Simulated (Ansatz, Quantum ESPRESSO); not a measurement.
# KCdF3 (Pm-3m): zone-centre phonons, part 2 of 3

Aim: the zone-centre modes of KCdF3 (Pm-3m).

Quantum ESPRESSO 7.5; DFT LDA, scalar-relativistic, plane waves, JTH PAW pseudopotentials.

So far. Step 2 (A probe with smearing): A gap of 2.8 eV opens on this mesh, so the crystal is taken as an insulator; the start stands at -4.0 GPa. Step 4 (Ground state): The cell stands at 0.14 GPa, close enough for phonons. The relaxed cell has a = 4.292 Å (conventional setting).

## 5. Zone-centre response

At q = 0 one unit cell holds all displacements; symmetry groups them into irreducible representations that are solved one by one. The response to a field gives ε∞ and the Born charges, which polar modes need.

ph.in

```
phonons
&INPUTPH
  prefix = 'x'
  outdir = './tmp'
  fildyn = 'g.dyn'
  tr2_ph = 1.0d-18
  epsil  = .true.
/
0.000000000 0.000000000 0.000000000
```

Command:

```bash
> OMP_NUM_THREADS=1 mpirun -n 4 ph.x -nk 4 -in ph.in > ph.out
```

The log of the run:

```text
[banners, grids, parts of the stress and lines that vanish by symmetry left out]
[banner, memory and clock lines left out]
Program PHONON v.7.5

     ./tmp/x.save/

     file K.upf: wavefunction(s)  3S 4S 3P 4P 0D renormalized
     file Cd.upf: wavefunction(s)  0S 5P 0P 4D 0D renormalized
     file F.upf: wavefunction(s)  0S 2P 0P renormalized

     IMPORTANT: XC functional enforced from input :
     Exchange-correlation= PW
                           (   1   4   0   0   0   0   0)
     Any further DFT definition will be discarded
     Please, verify this is what you really want

     G-vector sticks info

     Reading collected, re-writing distributed wavefunctions in ./tmp/

     Number and degeneracy of irreps per q-point
       N         xq(1)         xq(2)         xq(3)   N irreps
       1   0.000000000   0.000000000   0.000000000       5
        3   3   3   3   3

     Calculation of q =    0.0000000   0.0000000   0.0000000

     phonons

     bravais-lattice index     =            0
     lattice parameter (alat)  =       8.1107  a.u.
     unit-cell volume          =     533.5562 (a.u.)^3
     number of atoms/cell      =            5
     number of atomic types    =            3
     kinetic-energy cut-off    =      50.0000  Ry
     charge density cut-off    =     250.0000  Ry
     convergence threshold     =      1.0E-18
     beta                      =       0.7000
     number of iterations used =            4
     Exchange-correlation= PW
                           (   1   4   0   0   0   0   0)

     celldm(1)=    8.11073  celldm(2)=    0.00000  celldm(3)=    0.00000
     celldm(4)=    0.00000  celldm(5)=    0.00000  celldm(6)=    0.00000

     crystal axes: (cart. coord. in units of alat)
               a(1) = (  1.0000  0.0000  0.0000 )
               a(2) = (  0.0000  1.0000  0.0000 )
               a(3) = (  0.0000  0.0000  1.0000 )

     reciprocal axes: (cart. coord. in units 2 pi/alat)
               b(1) = (  1.0000  0.0000  0.0000 )
               b(2) = (  0.0000  1.0000  0.0000 )
               b(3) = (  0.0000  0.0000  1.0000 )

     Atoms inside the unit cell:

     Cartesian axes

     site n.  atom      mass           positions (alat units)
        1  K      39.0983   tau(    1) = (    0.00000    0.00000    0.00000  )
        2  Cd    112.4140   tau(    2) = (    0.50000    0.50000    0.50000  )
        3  F      18.9984   tau(    3) = (    0.00000    0.50000    0.50000  )
        4  F      18.9984   tau(    4) = (    0.50000    0.00000    0.50000  )
        5  F      18.9984   tau(    5) = (    0.50000    0.50000    0.00000  )

     Computing dynamical matrix for
                    q = (   0.0000000   0.0000000   0.0000000 )

     49 Sym.Ops. (with q -> -q+G )

     G cutoff =  416.5819  (  35585 G-vectors)     FFT grid: ( 45, 45, 45)
     G cutoff =  333.2655  (  25533 G-vectors)  smooth grid: ( 40, 40, 40)
     number of k points=    10
                       cart. coord. in units 2pi/alat
        k(    1) = (   0.0000000   0.0000000   0.0000000), wk =   0.0312500
        k(    2) = (   0.0000000   0.0000000   0.2500000), wk =   0.1875000
        k(    3) = (   0.0000000   0.0000000  -0.5000000), wk =   0.0937500
        [... further k-points left out ...]

     PseudoPot. # 1 for K  read from file:
     ./pseudo/K.upf
     Pseudo is Projector augmented-wave + core cor, Zval =  9.0
     Shape of augmentation charge: SINC**2

     PseudoPot. # 2 for Cd read from file:
     ./pseudo/Cd.upf
     Pseudo is Projector augmented-wave + core cor, Zval = 12.0
     Shape of augmentation charge: BESSEL

     PseudoPot. # 3 for F  read from file:
     ./pseudo/F.upf
     Pseudo is Projector augmented-wave + core cor, Zval =  7.0
     Shape of augmentation charge: SINC**2

     Mode symmetry, O_h (m-3m)  point group:

     Electric field:
     Dielectric constant
     Born effective charges as d Force / d E

     Atomic displacements:
     There are    5 irreducible representations

     Representation     1      3 modes -  To be done

     Representation     2      3 modes -  To be done

     Representation     3      3 modes -  To be done

     Representation     4      3 modes -  To be done

     Representation     5      3 modes -  To be done

     Alpha used in Ewald sum =   2.3000

     Electric Fields Calculation

      thresh= 1.000E-02 alpha_mix =  0.700 |ddv_scf|^2 =  1.898E-08

      [... iterations left out ...]
      thresh= 2.695E-10 alpha_mix =  0.700 |ddv_scf|^2 =  1.644E-19

     End of electric fields calculation

          Dielectric constant in cartesian axis

          (       2.390870425       0.000000000       0.000000000 )
          (       0.000000000       2.390870425       0.000000000 )
          (       0.000000000       0.000000000       2.390870425 )

          Effective charges (d Force / dE) in cartesian axis without acoustic sum rule applied (asr)

           atom    1  K     Mean Z*:        1.19660
      Ex  (        1.19660        0.00000        0.00000 )
      Ey  (        0.00000        1.19660        0.00000 )
      Ez  (        0.00000        0.00000        1.19660 )
           atom    2  Cd    Mean Z*:        2.27986
      Ex  (        2.27986        0.00000        0.00000 )
      Ey  (        0.00000        2.27986        0.00000 )
      Ez  (        0.00000        0.00000        2.27986 )
           atom    3  F     Mean Z*:       -1.15570
      Ex  (       -1.71477        0.00000        0.00000 )
      Ey  (        0.00000       -0.87617        0.00000 )
      Ez  (        0.00000        0.00000       -0.87617 )
           atom    4  F     Mean Z*:       -1.15570
      Ex  (       -0.87617        0.00000        0.00000 )
      Ey  (        0.00000       -1.71477        0.00000 )
      Ez  (        0.00000        0.00000       -0.87617 )
           atom    5  F     Mean Z*:       -1.15570
      Ex  (       -0.87617        0.00000        0.00000 )
      Ey  (        0.00000       -0.87617        0.00000 )
      Ez  (        0.00000        0.00000       -1.71477 )

          Effective charges Sum: Mean:        0.00936
              0.00936        0.00000        0.00000
              0.00000        0.00936        0.00000
              0.00000        0.00000        0.00936

          Effective charges (d Force / dE) in cartesian axis with asr applied:
           atom    1  K     Mean Z*:        1.19473
      E*x (        1.19473        0.00000        0.00000 )
      E*y (        0.00000        1.19473        0.00000 )
      E*z (        0.00000        0.00000        1.19473 )
           atom    2  Cd    Mean Z*:        2.27799
      E*x (        2.27799        0.00000        0.00000 )
      E*y (        0.00000        2.27799        0.00000 )
      E*z (        0.00000        0.00000        2.27799 )
           atom    3  F     Mean Z*:       -1.15757
      E*x (       -1.71664        0.00000        0.00000 )
      E*y (        0.00000       -0.87804        0.00000 )
      E*z (        0.00000        0.00000       -0.87804 )
           atom    4  F     Mean Z*:       -1.15757
      E*x (       -0.87804        0.00000        0.00000 )
      E*y (        0.00000       -1.71664        0.00000 )
      E*z (        0.00000        0.00000       -0.87804 )
           atom    5  F     Mean Z*:       -1.15757
      E*x (       -0.87804        0.00000        0.00000 )
      E*y (        0.00000       -0.87804        0.00000 )
      E*z (        0.00000        0.00000       -1.71664 )

     Representation #   1 modes #   1   2   3

     Self-consistent Calculation

      thresh= 1.000E-02 alpha_mix =  0.700 |ddv_scf|^2 =  5.511E-07

      [... iterations left out ...]
      thresh= 6.697E-10 alpha_mix =  0.700 |ddv_scf|^2 =  1.630E-19

     End of self-consistent calculation

     Convergence has been achieved

     Representation #   2 modes #   4   5   6

     Self-consistent Calculation

      thresh= 1.000E-02 alpha_mix =  0.700 |ddv_scf|^2 =  8.919E-07

      [... iterations left out ...]
      thresh= 5.955E-10 alpha_mix =  0.700 |ddv_scf|^2 =  2.149E-19

     End of self-consistent calculation

     Convergence has been achieved

     Representation #   3 modes #   7   8   9

     Self-consistent Calculation

      thresh= 1.000E-02 alpha_mix =  0.700 |ddv_scf|^2 =  5.216E-07

      [... iterations left out ...]
      thresh= 2.408E-10 alpha_mix =  0.700 |ddv_scf|^2 =  2.197E-19

     End of self-consistent calculation

     Convergence has been achieved

     Representation #   4 modes #  10  11  12

     Self-consistent Calculation

      thresh= 1.000E-02 alpha_mix =  0.700 |ddv_scf|^2 =  6.449E-07

      [... iterations left out ...]
      thresh= 2.691E-10 alpha_mix =  0.700 |ddv_scf|^2 =  2.319E-20

     End of self-consistent calculation

     Convergence has been achieved

     Representation #   5 modes #  13  14  15

     Self-consistent Calculation

      thresh= 1.000E-02 alpha_mix =  0.700 |ddv_scf|^2 =  2.882E-07

      [... iterations left out ...]
      thresh= 3.402E-10 alpha_mix =  0.700 |ddv_scf|^2 =  2.939E-19

     End of self-consistent calculation

     Convergence has been achieved

     Number of q in the star =    1
     List of q in the star:
          1   0.000000000   0.000000000   0.000000000

          Dielectric constant in cartesian axis

          (       2.390870425       0.000000000       0.000000000 )
          (       0.000000000       2.390870425       0.000000000 )
          (       0.000000000       0.000000000       2.390870425 )

          Effective charges (d Force / dE) in cartesian axis without acoustic sum rule applied (asr)

           atom    1  K     Mean Z*:        1.19660
      Ex  (        1.19660        0.00000        0.00000 )
      Ey  (        0.00000        1.19660        0.00000 )
      Ez  (        0.00000        0.00000        1.19660 )
           atom    2  Cd    Mean Z*:        2.27986
      Ex  (        2.27986        0.00000        0.00000 )
      Ey  (        0.00000        2.27986        0.00000 )
      Ez  (        0.00000        0.00000        2.27986 )
           atom    3  F     Mean Z*:       -1.15570
      Ex  (       -1.71477        0.00000        0.00000 )
      Ey  (        0.00000       -0.87617        0.00000 )
      Ez  (        0.00000        0.00000       -0.87617 )
           atom    4  F     Mean Z*:       -1.15570
      Ex  (       -0.87617        0.00000        0.00000 )
      Ey  (        0.00000       -1.71477        0.00000 )
      Ez  (        0.00000        0.00000       -0.87617 )
           atom    5  F     Mean Z*:       -1.15570
      Ex  (       -0.87617        0.00000        0.00000 )
      Ey  (        0.00000       -0.87617        0.00000 )
      Ez  (        0.00000        0.00000       -1.71477 )

          Effective charges Sum: Mean:        0.00936
              0.00936        0.00000        0.00000
              0.00000        0.00936        0.00000
              0.00000        0.00000        0.00936

          Effective charges (d Force / dE) in cartesian axis with asr applied:
           atom    1  K     Mean Z*:        1.19473
      E*x (        1.19473        0.00000        0.00000 )
      E*y (        0.00000        1.19473        0.00000 )
      E*z (        0.00000        0.00000        1.19473 )
           atom    2  Cd    Mean Z*:        2.27799
      E*x (        2.27799        0.00000        0.00000 )
      E*y (        0.00000        2.27799        0.00000 )
      E*z (        0.00000        0.00000        2.27799 )
           atom    3  F     Mean Z*:       -1.15757
      E*x (       -1.71664        0.00000        0.00000 )
      E*y (        0.00000       -0.87804        0.00000 )
      E*z (        0.00000        0.00000       -0.87804 )
           atom    4  F     Mean Z*:       -1.15757
      E*x (       -0.87804        0.00000        0.00000 )
      E*y (        0.00000       -1.71664        0.00000 )
      E*z (        0.00000        0.00000       -0.87804 )
           atom    5  F     Mean Z*:       -1.15757
      E*x (       -0.87804        0.00000        0.00000 )
      E*y (        0.00000       -0.87804        0.00000 )
      E*z (        0.00000        0.00000       -1.71664 )

     Diagonalizing the dynamical matrix

     q = (    0.000000000   0.000000000   0.000000000 )

 **************************************************************************
     freq (    1) =      -1.653651 [THz] =     -55.159859 [cm-1]
     freq (    2) =      -1.653651 [THz] =     -55.159859 [cm-1]
     freq (    3) =      -1.653651 [THz] =     -55.159859 [cm-1]
     freq (    4) =      -1.481698 [THz] =     -49.424130 [cm-1]
     freq (    5) =      -1.481698 [THz] =     -49.424130 [cm-1]
     freq (    6) =      -1.481698 [THz] =     -49.424130 [cm-1]
     freq (    7) =       0.015041 [THz] =       0.501699 [cm-1]
     freq (    8) =       0.015041 [THz] =       0.501699 [cm-1]
     freq (    9) =       0.015041 [THz] =       0.501699 [cm-1]
     freq (   10) =       3.491968 [THz] =     116.479501 [cm-1]
     freq (   11) =       3.491968 [THz] =     116.479501 [cm-1]
     freq (   12) =       3.491968 [THz] =     116.479501 [cm-1]
     freq (   13) =      14.451331 [THz] =     482.044531 [cm-1]
     freq (   14) =      14.451331 [THz] =     482.044531 [cm-1]
     freq (   15) =      14.451331 [THz] =     482.044531 [cm-1]
 **************************************************************************

     Mode symmetry, O_h (m-3m)  point group:

     freq (   1-   3) =        -55.2  [cm-1]   --> T_1u G_15  G_4- I
     freq (   4-   6) =        -49.4  [cm-1]   --> T_2u G_25  G_5-
     freq (   7-   9) =          0.5  [cm-1]   --> T_1u G_15  G_4- I
     freq (  10-  12) =        116.5  [cm-1]   --> T_1u G_15  G_4- I
     freq (  13-  15) =        482.0  [cm-1]   --> T_1u G_15  G_4- I
```

Elapsed: 4.1 min, on 4 MPI ranks of AMD EPYC 7R43, shared host; 16 min of CPU time.

This step gave:

* miss of the charge sum rule: 0.009350 e
* largest acoustic frequency at the zone centre before the sum rule: 0.5 cm⁻¹
* highest optical zone-centre mode (no LO-TO term): 482.0 cm⁻¹
* lowest optical zone-centre mode: -55.16 cm⁻¹
* mean high-frequency dielectric constant: 2.391
* largest Born charge in size (third of the trace): 2.280 e

Born charge (rows field, columns displacement), before the sum rule (e), principal values of the symmetric part by kind of site:

```
atom  atoms with these values    low  middle   high   mean
  K1                        1   1.20    1.20   1.20   1.20
 Cd2                        1   2.28    2.28   2.28   2.28
  F3                        3  -1.71   -0.88  -0.88  -1.16
```

In full for K1:

```
1.20 0.00 0.00
0.00 1.20 0.00
0.00 0.00 1.20
```

High-frequency dielectric tensor:

```
2.39 0.00 0.00
0.00 2.39 0.00
0.00 0.00 2.39
```

The acoustic modes at Γ come out as far as 0.5 cm⁻¹ from zero, where they should vanish, a small numerical error; the Born charges miss their sum rule by 0.0094 e, which is good. The lowest optical mode is imaginary, 55i cm⁻¹, an instability at this level and on this k mesh.

## 6. Zone-centre analysis

A rigid shift of the crystal must cost nothing, but grids and finite bases break this; the acoustic sum rule is imposed before the matrix is diagonalised again. With Born charges the intensities follow; a static dielectric tensor has no meaning with imaginary modes.

dynmat.in

```
&INPUT
  fildyn = 'g.dyn'
  asr    = 'simple'
  fileig = 'dynmat.eig'
  lperm  = .true.
/
```

Command:

```bash
> dynmat.x -in dynmat.in > dynmat.out
```

The log of the run:

```text
[banner, memory and clock lines left out]
Program DYNMAT v.7.5

     Reading Dynamical Matrix from file g.dyn
     ...Force constants read
     ...epsilon and Z* read
     A direction for q was not specified:TO-LO splitting will be absent

     Polarizability (A^3 units)
     multiply by 0.683236 for Clausius-Mossotti correction
         8.751054    0.000000    0.000000
         0.000000    8.751054    0.000000
         0.000000    0.000000    8.751054

     IR activities are in (D/A)^2/amu units

# mode   [cm-1]    [THz]      IR
    1    -55.15   -1.6534    2.9022
    2    -55.15   -1.6534    2.9022
    3    -55.15   -1.6534    2.9022
    4    -49.43   -1.4818    0.0000
    5    -49.43   -1.4818    0.0000
    6    -49.43   -1.4818    0.0000
    7     -0.00   -0.0000    0.0000
    8      0.00    0.0000    0.0000
    9      0.00    0.0000    0.0000
   10    116.48    3.4920    0.5257
   11    116.48    3.4920    0.5257
   12    116.48    3.4920    0.5257
   13    482.04   14.4511    3.9304
   14    482.04   14.4511    3.9304
   15    482.04   14.4511    3.9304

Electronic dielectric permittivity tensor (relative, adimensional)
         2.390870    0.000000    0.000000
         0.000000    2.390870    0.000000
         0.000000    0.000000    2.390870

 ... with zone-center polar mode contributions
         3.892276   -0.000000    0.000000
        -0.000000    3.892276    0.000000
         0.000000    0.000000    3.892276

[end of the log left out, with the tail of the file of modes that dynmat.x writes under the same name]
```

Run time: 0.84 s. Hardware: 1 thread.

This step gave:

- lowest optical zone-centre mode: -55.15 cm⁻¹

Unit eigenvectors of the mass-weighted matrix after the sum rule; no LO-TO term. Modes at Γ, with each element's share of the kinetic energy (negative means imaginary):

```
mode  frequency (cm⁻¹)  K %  Cd %  F %
   1             -55.2   56     0   44
   2             -55.2   56     0   44
   3             -55.2   56     0   44
   4             -49.4    0     0  100
   5             -49.4    0     0  100
   6             -49.4    0     0  100
   7               0.0   19    54   27
   8               0.0   19    54   27
   9               0.0   19    54   27
  10             116.5   26    36   39
  11             116.5   26    36   39
  12             116.5   26    36   39
  13             482.0    0    10   89
  14             482.0    0    10   89
  15             482.0    0    10   89
```

Displacements in mode 3 (-55.2 cm⁻¹), the largest set to 1:
```
K1   0.00  0.00  1.00
Cd2  0.00  0.00 -0.02
F3   0.00  0.00 -0.90
F4   0.00  0.00 -0.90
F5   0.00  0.00 -0.14
```

Displacements in mode 5 (-49.4 cm⁻¹), the largest set to 1:
```
K1   0.00  0.00  0.00
Cd2  0.00  0.00  0.00
F3   0.00  0.11  1.00
F4  -0.77  0.00 -1.00
F5   0.77 -0.11  0.00
```

Degenerate modes summed, no LO-TO term; imaginary modes left out. Lines of the infrared spectrum (strongest = 100):

```
position (cm⁻¹)  lines merged  label  IR intensity, relative
            116             3    T1u                      13
            482             3    T1u                     100
```

The rule moves no optical mode by more than 0.1 cm⁻¹.

## 7. Sum rules set otherwise: a sum rule for molecules or wires on a crystal

This rule also removes rotations, which suits molecules and not a crystal; it is tried to see the harm.

dynmat.in

```
&INPUT
  fildyn = 'g.dyn'
  asr    = 'zero-dim'
  fileig = 'dynmat.eig'
  lperm  = .true.
/
```

Command:

```bash
> dynmat.x -in dynmat.in > dynmat.out
```

The log of the run:

```text
[banner, memory and clock lines left out]
Program DYNMAT v.7.5

     Reading Dynamical Matrix from file g.dyn
     ...Force constants read
     ...epsilon and Z* read
     Acoustic Sum Rule: || Z*(ASR) - Z*(orig)|| =    4.811374E-01
     Acoustic Sum Rule: ||dyn(ASR) - dyn(orig)||=    7.013990E-02
     A direction for q was not specified:TO-LO splitting will be absent

     Polarizability (A^3 units)
     multiply by 0.683236 for Clausius-Mossotti correction
         8.751054    0.000000    0.000000
         0.000000    8.751054    0.000000
         0.000000    0.000000    8.751054

     IR activities are in (D/A)^2/amu units

# mode   [cm-1]    [THz]      IR
    1    -55.16   -1.6538    2.9021
    2    -54.97   -1.6479    2.1982
    3    -54.97   -1.6479    2.1982
    4     -0.00   -0.0000    0.0000
    5     -0.00   -0.0000    0.0000
    6     -0.00   -0.0000    0.0000
    7     -0.00   -0.0000    0.0000
    8      0.00    0.0000    0.0000
    9      0.00    0.0000    0.0000
   10     80.26    2.4061    1.1018
   11     80.26    2.4061    1.1018
   12    116.48    3.4920    0.5258
   13    470.29   14.0990    3.5213
   14    470.29   14.0990    3.5213
   15    482.04   14.4513    3.9304

Electronic dielectric permittivity tensor (relative, adimensional)
         2.390870    0.000000    0.000000
         0.000000    2.390870    0.000000
         0.000000    0.000000    2.390870

 ... with zone-center polar mode contributions
         6.253794   -1.180675   -1.180675
        -1.180675    6.253794   -1.180675
        -1.180675   -1.180675    6.253794

[end of the log left out, with the tail of the file of modes that dynmat.x writes under the same name]
```

Elapsed: 0.83 s, on 1 thread.

The program raised no error, yet the settings are not those of a careful run.

The fault: a sum rule for molecules or wires on a crystal; 3 optical modes are projected out to zero frequency, as if they were rotations.

For a crystal the rule has to be 'simple' or 'crystal'.

Zone-centre frequencies as printed; negative means imaginary. Modes:

```
mode  frequency (cm⁻¹)
   1            -55.16
   2            -54.97
   3            -54.97
   4                 0
   5                 0
   6                 0
   7                 0
   8                 0
   9                 0
  10             80.26
  11             80.26
  12             116.5
  13             470.3
  14             470.3
  15               482
```

[end of part 2 of 3]

[Host names and launcher messages were left out of these logs when they were recorded.]

[Logs are printed without paths, hosts, clocks, repeated set-up lines and the standing remarks that a program may print on its own settings, such as how far it seeks lower states.]

[Hosts, paths, dates, database ids (printed as entryN), source tags and the programs' standing remarks are cut or masked in the printed files.]
